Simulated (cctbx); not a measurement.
# Symmetry from intensities

Cell: a = 12.2760 Å, b = 7.2830 Å, c = 12.2630 Å, α = 90.00°, β = 110.42°, γ = 90.00°. Expected content of the cell: In8 Se24 Cu8 Si4.

Simulated single-crystal data (cctbx): Mo Kα, λ = 0.71073 Å, to d = 0.7 Å, 50 % of the full sphere, strongest reflection 70000 counts, noise from counting, a 4 % proportional error and a noise floor of 15 counts (s.d.); no absorption.

Tests on the unmerged data give:

```text
6297 reflections to d = 0.700 A
centring   violations  <I/sigma> of those
    A       1406 of  3149      8.8
    B       1407 of  3128      8.9
    C          1 of  3169      0.0
    I       1405 of  3133      9.1
    R       1931 of  4157      9.5
    F       1407 of  4723      5.9
Laue class    unique    Rint  (classes that these axes allow; Friedel mates merged)
C 1 2/m 1        1543   0.039
space group    extra absences  I>4sigma  <I/sigma>
C 1 2 1                 0          0         -  acentric
C 1 m 1                 0          0         -  acentric
C 1 c 1               119          0       0.1  acentric
C 1 n 1               119          0       0.1  acentric
C 1 2/m 1               0          0         -  centric
C 1 2/c 1             119          0       0.1  centric
C 1 2/n 1             119          0       0.1  centric
Wilson B = 0.45 A^2   <|E^2-1|> = 0.772 (0.968 centric, 0.736 acentric)   E^2>4: 2.2 %
shell (A)         n   <I/sigma>
11.49 - 1.40    207     22.9
 1.40 - 1.11    192     23.7
 1.11 - 0.97    192     22.1
 0.97 - 0.88    175     21.3
 0.88 - 0.82    202     19.9
 0.82 - 0.77    192     21.5
 0.77 - 0.73    189     19.4
 0.73 - 0.70    194     18.4
```

Q: Read the symmetry from these tables.

The reflections that C centring forbids are absent (⟨I/σ⟩ near 0), so the lattice is C.

Only C 1 2/m 1 fits these axes (Rint 0.039); a search for a hidden higher lattice was not made.

7 settings pass the absence test. The most absences obeyed, 119, belong to C 1 c 1, C 1 n 1, C 1 2/c 1 and C 1 2/n 1, which absences can't tell apart.

⟨|E²−1|⟩ = 0.772 leans to a non-centrosymmetric structure. The Wilson B of 0.45 Å² means U ≈ 0.0057 Å².

The true group is Cc (no. 9), Laue class 2/m, non-centrosymmetric. The tables only narrow the choice to the tied entries; cell content, site symmetry and trial solutions must settle it.

This is a model crystal, built by substitution and not relaxed, with assumed displacement parameters.

[Logs are printed without paths, hosts, clocks, repeated set-up lines and the standing remarks that a program may print on its own settings, such as how far it seeks lower states.]
